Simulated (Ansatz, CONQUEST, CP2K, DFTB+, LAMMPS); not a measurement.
**Codes compared on aqueous Ca2+ and TFSI-, 6.5 mol of salt per kg of water at 300 K (113 atoms)**

How near do other programs and methods come to a plane-wave reference for aqueous Ca2+ and TFSI-, 6.5 mol of salt per kg of water at 300 K (113 atoms)? A plane-wave run serves as the reference.

Method: Kohn-Sham DFT, PBE, PAW, plane waves, in Ansatz 0.2.0.

### Step 1. Set-up

The cell holds 113 atoms: 4 N, 8 S, 33 O, 8 C, 24 F, 34 H and 2 Ca. Cell: a = 11.188 Å, b = 11.188 Å, c = 11.188 Å, α = 90.0°, β = 90.0°, γ = 90.0°. 17 H2O, 2 Ca2+, 4 TFSI- placed at random, at 1.79 g/cm³; overlaps pushed apart, then 10 ps at 420 K with divalent ions of Li, Roberts, Chakravorty and Merz (J. Chem. Theory Comput. 9, 2733 (2013)); MMFF94 bonds, angles, torsions, charges and radii (Halgren, J. Comput. Chem. 17, 490 (1996)) in harmonic and 12-6 forms; SPC/E water (Berendsen, Grigera and Straatsma, J. Phys. Chem. 91, 6269 (1987)); charges of ions scaled by 0.85. Snapshot after 20 ps at 300 K and fixed volume.

### Step 2. Plane-wave reference

The PAW files are the set soft_2.

The input, input.yaml:

```yaml
crystal:
  lattice:
    - [11.18771, 0.0, 0.0]
    - [0.0, 11.18771, 0.0]
    - [0.0, 0.0, 11.18771]
  atoms:
    - { symbol: "N", position: [0.55062, 0.72958, 0.90502] }
    - { symbol: S, position: [0.62172, 0.65359, 0.81542] }
    - { symbol: O, position: [0.548, 0.61631, 0.71435] }
    - { symbol: O, position: [0.69587, 0.55632, 0.86149] }
    [... 103 atom lines left out ...]
    - { symbol: H, position: [0.85716, 0.49022, 0.94532] }
    - { symbol: O, position: [0.09418, 0.41738, 0.81536] }
    - { symbol: H, position: [0.04806, 0.39297, 0.74279] }
    - { symbol: H, position: [0.15661, 0.3559, 0.83306] }
    - { symbol: Ca, position: [0.37294, 0.63819, 0.58442] }
    - { symbol: Ca, position: [0.7995, 0.23558, 0.01003] }
kpoints:
  mp_grid: { grid: [1, 1, 1] }
hamiltonian:
  xc: pbe
scf:
  occupations: { method: fermi_dirac, width: 0.05 }
output:
  forces: true
  eigenvalues: true
  populations: true
  stress: true
```

Started as:

```
$ ansatz run input.yaml --threads 4 --pin off --max-ram 8192MiB --backend cpu --events-out ev --progress --plain --runs-dir out
```

What it wrote:

```text
[...]
Pseudopotentials: kind: paw
Pseudopotential: N, paw, valence charge 5, recommended cutoff 420 eV (normal), N.paw.azcp
Pseudopotential: S, paw, valence charge 6, recommended cutoff 420 eV (normal), S.paw.azcp
Pseudopotential: O, paw, valence charge 6, recommended cutoff 420 eV (normal), O.paw.azcp
Pseudopotential: C, paw, valence charge 4, recommended cutoff 420 eV (normal), C.paw.azcp
Pseudopotential: F, paw, valence charge 7, recommended cutoff 420 eV (normal), F.paw.azcp
Pseudopotential: H, paw, valence charge 1, recommended cutoff 420 eV (normal), H.paw.azcp
Pseudopotential: Ca, paw, valence charge 10, recommended cutoff 420 eV (normal), Ca.paw.azcp
[... 5 lines on functional and potentials left out ...]
Crystal: 113 atoms, lattice volume = 1400.308 Å³
Basis set: ecut = 420 eV, 27369 PW (Γ), exchange–correlation on 150×150×150 points (8 copies of the dense FFT grid, shifted against one another)
Bands: 373, of which v1, the nominal top of the filled ones, is band 260 counted from 1 (259 counted from 0)
Symmetry: 1 space group operations
Space group: P1 (ITA 1), of the structure as read, at distance tolerance 1.1e-4 Å
k-points: 1
[... 15 lines on functional and potentials left out ...]
Initial density: superposition of atomic densities (neutral atoms: chi_scale 0, normalization atom), corrected by the library's trained network
Initial wavefunctions: pseudopotential atomic-orbital guess
[...]
SCF iter   1: F=—  HF=-53037.680570 eV  |F-HF|=—  |Δ(HF+E_count)|=         —  Δρ=5.69e-3  dr2=5.21e-1  ethr=1.77e-3  ⟨swp⟩=8.0  Hψ=1910  notcnv=0  defer=50
preconditioner: auto → Resta (q_TF=auto, 2.313 Å⁻¹)  ε∞=2.7  [insulator: Δε(μ)=4.766 eV  Ē_g=17.095 eV  σ=0.050 eV  W_gap=1.00  n_scr=256 (ndim 8)  ℏωp=22.2 eV  f_vac=0.278  D(μ)=0.00/eV (n_scr^D=0)  ε∞_Penn≈2.7]
[...]
SCF iter   9: F=—  HF=-53037.500487 eV  |F-HF|=—  |Δ(HF+E_count)|=   5.87e-7  Δρ=6.61e-6  dr2=6.06e-7  ethr=6.71e-10  ⟨swp⟩=2.0  Hψ=493  notcnv=0  defer=107
SCF iter  10: F=-53037.500487 eV  HF=-53037.500487 eV  |F-HF|=1.73e-8  |Δ(HF+E_count)|=   3.80e-8  Δρ=2.50e-6  dr2=8.97e-8  ethr=1.92e-11  ⟨swp⟩=12.0  Hψ=2206  notcnv=0
SCF 1 converged in 10 iterations: F = -53037.500487 eV  dr2 = 8.97e-8
[...]
SCF converged after 10 iterations
Free energy (F): -53037.500487 eV
Harris-Foulkes:  -53037.500487 eV  (|F-HF|=1.73e-8)
Internal energy: -53037.500487 eV  (E = F + TS)
E sigma→0 (E₀):  -53037.500487 eV
Fermi energy:    2.516026 eV
--- Per-component energies (eV) ---
[...]
Σ components = -53037.500487   (vs F -53037.500487, Δ=0.00e0)
--- Forces (eV/Å), atoms counted from 1 ---
  atom   1  N     -0.83518732     0.72356806     0.88899831
  atom   2  S      0.12634545    -1.36787475    -1.58517278
  atom   3  O     -0.00456941     0.36684180     0.18961388
  atom   4  O      0.17152097     0.15614131     0.00868918
[...]
atom 113  Ca     0.35631391     0.21486643     0.62414861
  max |Σ_I F_I| component: 1.59e-4 eV/Å
--- Stress (GPa, compression-positive) ---
       -0.881571       0.292156      -0.527233
        0.292156       0.066723      -0.369083
       -0.527233      -0.369083      -0.199897
  P = ⅓ Tr σ = -0.3382 GPa (-3.382 kbar)
--- Band table (eV) ---
  k-point 0: bands = ["-38.3304", "-37.9975", "-27.4764", "-27.0086", [... 357 levels ...], "10.9668", "11.0488", "11.1018", "11.1180", "11.1583", "11.2389", "11.2731", "11.3431", "11.3936", "11.4529", "11.5085", "11.5432"]
--- Löwdin populations: 113 sites ---
  site symbol       q [e]
     0      N      5.8452
     1      S      3.7896
     2      O      6.7689
[...]
112     Ca      8.2608
  spilling = 0.014053 (of n_electrons = 520.000000)
```

Wall time 14 s (4 threads of Intel Xeon 6975P-C (Granite Rapids), shared host); peak memory 1.9 GiB.

Read from the output:

```yaml
free_energy: -53037.5005 eV
free_energy_per_atom: -469.3584 eV/atom
scf_cycles: 10
pressure: -0.3382 GPa
r_m_s_force_component: 0.9546 eV/Å
longest_force: 4.407 eV/Å
fermi_energy: 2.516 eV
spacing_of_highest_filled_and_lowest_empty_level: 4.401 eV
spilling_of_the_projection: 0.01405
```

Neighbours are counted within 1.21 Å (H-O), 1.88 Å (O-S), 2.98 Å (O-Ca), 1.62 Å (F-C), 2.21 Å (C-S), 2.02 Å (S-N).

Length of the force by element and coordination:

```
element  coordination  atoms  mean length of the force (eV/Å)  spread  least   most
      C           all      8                             3.31   0.684   2.01   4.41
     Ca           all      2                            0.647   0.103  0.544  0.750
      F           all     24                             1.60   0.463  0.762   2.38
      H           all     34                             1.20   0.304  0.556   1.94
      N           all      4                             1.56   0.426  0.944   2.07
      O           all     33                            0.932   0.543  0.232   2.86
      O             1     13                             1.18   0.667  0.232   2.86
      O             2      9                            0.977   0.413  0.401   1.66
      O             3     11                            0.601   0.182  0.340  0.846
      S           all      8                             2.43   0.469   1.80   3.25
```

Löwdin charges by element and coordination (they lack the spilled electrons, 0.065 e an atom on average):

```
element  coordination  atoms  mean charge (e)  spread   least    most
      C           all      8            0.648  0.0196    0.63   0.690
     Ca           all      2             1.74   0.002    1.74    1.74
      F           all     24           -0.208   0.015  -0.243  -0.174
      H           all     34            0.395  0.0099   0.375   0.412
      N           all      4           -0.835  0.0155  -0.855  -0.819
      O           all     33           -0.725  0.0317  -0.781  -0.673
      O             1     13           -0.704  0.0195  -0.747   -0.68
      O             2      9           -0.722  0.0344  -0.769  -0.673
      O             3     11           -0.753  0.0153  -0.781  -0.733
      S           all      8             2.19  0.0258    2.14    2.22
```

The levels nearest the highest filled one (over half full), pooled over k-points and spins:

```
level less the highest filled one (eV)  occupation
                                -0.752           2
                                -0.656           2
                                -0.433           2
                                -0.257           2
                                -0.216           2
                                     0           2
                                  4.40           0
                                  4.44           0
                                  4.52           0
                                  4.75           0
                                  4.79           0
                                  4.91           0
```

### Step 3. The ladder

The programs:
- CONQUEST 1.3: pseudo-atomic orbitals (double zeta with polarisation, or contracted to multi-site or on-site support functions) with norm-conserving potentials on an integration grid.
- CP2K 2026.2: Gaussian basis with GTH pseudopotentials and a plane-wave density; labels give functional, basis (MOLOPT sets; SR short-range, UZH the newer set with its own potentials), grid cutoff/relative cutoff and solver (OT: orbital transformation; TRS4, TC2, SIGN: linear-scaling purification with its sparsity filter), or its built-in tight binding.
- DFTB+ 25.1: tight binding, with Slater–Koster sets (DFTB) or xTB through its tblite library.

All use the same cell and atoms; the electronic-structure runs use the same k-mesh, and an electronic temperature of 580 K (0.05 eV) where levels are smeared.

Differences are against the plane-wave reference, forces as r.m.s. over components; share is that over the reference's r.m.s. force, slope the least-squares factor from reference forces to these. Total energies of different programs have different zeros and aren't compared.

```
                                                 run  Δ force, r.m.s. (meV/Å)  share (%)  slope  Δ pressure (GPa)  Δ gap (eV)  cores  CPU time  memory (GiB)
                                           reference                        -          -      -                 -           -      4      50 s           1.9
                           CONQUEST PBE, grid 120 Ha                      271       28.4  0.868              1.05     -0.0468      4   6.4 min           8.5
        CP2K PBE, DZVP-MOLOPT-SR, 600/50 Ry, OT DIIS                      188       19.6  0.911             0.953     -0.0534      4   7.6 min           3.6
CP2K PBE, DZVP-MOLOPT-SR, 600/50 Ry, diagonalisation                      187       19.6  0.911             0.953     -0.0532      4   4.1 min           5.4
                                  DFTB+ DFTB 3ob-3-1                      984        103  1.022              3.21        3.09      1     1.6 s          0.17
                                      DFTB+ GFN2-xTB                      488       51.1  1.023             -4.84      -0.500      1     9.7 s          0.45
```

CPU time is summed over cores on a shared host, where runs went side by side, so it is rough. Symmetry, cutoffs, thresholds, outputs and thread counts weren't matched or tuned between programs; memory under MPI is the largest rank's times the ranks.

Left out of this page: CONQUEST PBE, grid 120 Ha, multi-site 5 bohr (stopped by an internal error of the program).

Runs without a result: DFTB+ IPEA1-xTB (ended with an error: overlap matrix not positive definite).

Mean charges by element (e), by run and scheme:

```
                                                 run     scheme      N      S      O      C      F      H
                                           reference     Löwdin  -0.83  +2.19  -0.73  +0.65  -0.21  +0.40
        CP2K PBE, DZVP-MOLOPT-SR, 600/50 Ry, OT DIIS   Mulliken  -0.36  +0.73  -0.34  +0.17  -0.10  +0.15
        CP2K PBE, DZVP-MOLOPT-SR, 600/50 Ry, OT DIIS  Hirshfeld  -0.24  +0.43  -0.24  +0.24  -0.06  +0.12
CP2K PBE, DZVP-MOLOPT-SR, 600/50 Ry, diagonalisation   Mulliken  -0.36  +0.73  -0.34  +0.17  -0.10  +0.15
CP2K PBE, DZVP-MOLOPT-SR, 600/50 Ry, diagonalisation  Hirshfeld  -0.24  +0.43  -0.24  +0.24  -0.06  +0.12
                                  DFTB+ DFTB 3ob-3-1   Mulliken  -0.56  +0.99  -0.63  +0.84  -0.29  +0.38
                                      DFTB+ GFN2-xTB   Mulliken  -0.67  +1.31  -0.58  +0.33  -0.17  +0.33
```

The reference's Löwdin charges lack the electrons that the projection spills, 0.065 e an atom on average.

Within one program, basis, potentials and functional, energies share a zero. Each run against its twin at the usual cutoff or grid and solver:

```
                                                 run                                twin  Δ energy (meV/atom)  Δ force, r.m.s. (meV/Å)  CPU time over the twin's
CP2K PBE, DZVP-MOLOPT-SR, 600/50 Ry, diagonalisation  DZVP-MOLOPT-SR, 600/50 Ry, OT DIIS              -3.0e-4                    0.153                      0.55
```

### Step 4. Results

```json
{"reference r.m.s. force component": "0.955 eV/Å", "nearest in forces": "a tie at 20 % of 2 runs: CP2K PBE, DZVP-MOLOPT-SR, 600/50 Ry, OT DIIS; CP2K PBE, DZVP-MOLOPT-SR, 600/50 Ry, diagonalisation", "farthest in forces": "DFTB+ DFTB 3ob-3-1, 103 %", "cheapest electronic-structure run beside the reference": "DFTB+ DFTB 3ob-3-1, 1.6 s of CPU time"}
```

What this shows: The PBE runs in local orbitals differ by 20 % (CP2K PBE, DZVP-MOLOPT-SR, 600/50 Ry, diagonalisation) to 28 % (CONQUEST PBE, grid 120 Ha); basis, grid and potentials can all enter. Tight binding differs by 51 % (DFTB+ GFN2-xTB) to 103 % (DFTB+ DFTB 3ob-3-1); it is another model, with fitted parameters of its own, and the xTB methods hold dispersion. Of the electronic-structure runs that take under half the reference's CPU time, DFTB+ GFN2-xTB comes nearest, at 51 % in 9.7 s against 50 s; its pressure misses by -4.8 GPa. CONQUEST PBE, grid 120 Ha softens the forces by a factor of 0.87 while following their directions (correlation 0.961). In CONQUEST PBE, grid 120 Ha the difference has nearly one length on every H (0.34 eV/Å) and points along its bond, outwards: this method prefers longer bonds, and stiff bonds to hydrogen turn a small shift into a large force. At the same functional, the gap of these runs lies 0.05 eV below the reference's 4.40 eV. Charges hang on model, scheme and program or settings: among these rows the mean for S runs from +0.43 to +2.19 e. In the reference: filled and empty levels are parted by 4.40 eV (at Γ alone); a semilocal functional tends to put such gaps too low. In a disordered cell it changes from sample to sample and from frame to frame. In the reference: mean Löwdin charges: C +0.65, Ca +1.74, F -0.21, H +0.40, N -0.83, O -0.73 e (they miss 1.4 % of the electrons, so they add up to more than the cell's charge). Periodic xTB results under one method name differ between programs and library versions (DFTB+ here holds tblite 0.3). With short bonds to hydrogen, sets of potentials differ among themselves by several per cent in forces even at converged cutoffs, so the reference isn't exact here either. The network of contacts between molecules at the start is that of the classical potential that made the cell, and needn't be the one that DFT or experiment would give. The concentration wasn't checked against solubility and may exceed it. The reference's PBE has no dispersion term, which matters for the binding between molecules or layers. The density was typed from a rule of thumb and may lie off the real one at this temperature. The electronic-structure runs sample only Γ, in a cell whose shortest periodic width is 11 Å.

[Also dropped from logs without a mark: logging warnings of Python, and SIESTA's first energy breakdown and zero terms.]

[Logs are printed without paths, hosts, clocks, repeated set-up lines and the standing remarks that a program may print on its own settings, such as how far it seeks lower states.]

[Hosts, paths, dates, database ids (printed as entryN), source tags and the programs' standing remarks are cut or masked in the printed files.]

[The MMFF94 radii named for the starting cell were scaled by 0.96; in molecules described by MMFF94, hydrogen bound to N, O or S took a small fixed 12-6 site in their place.]
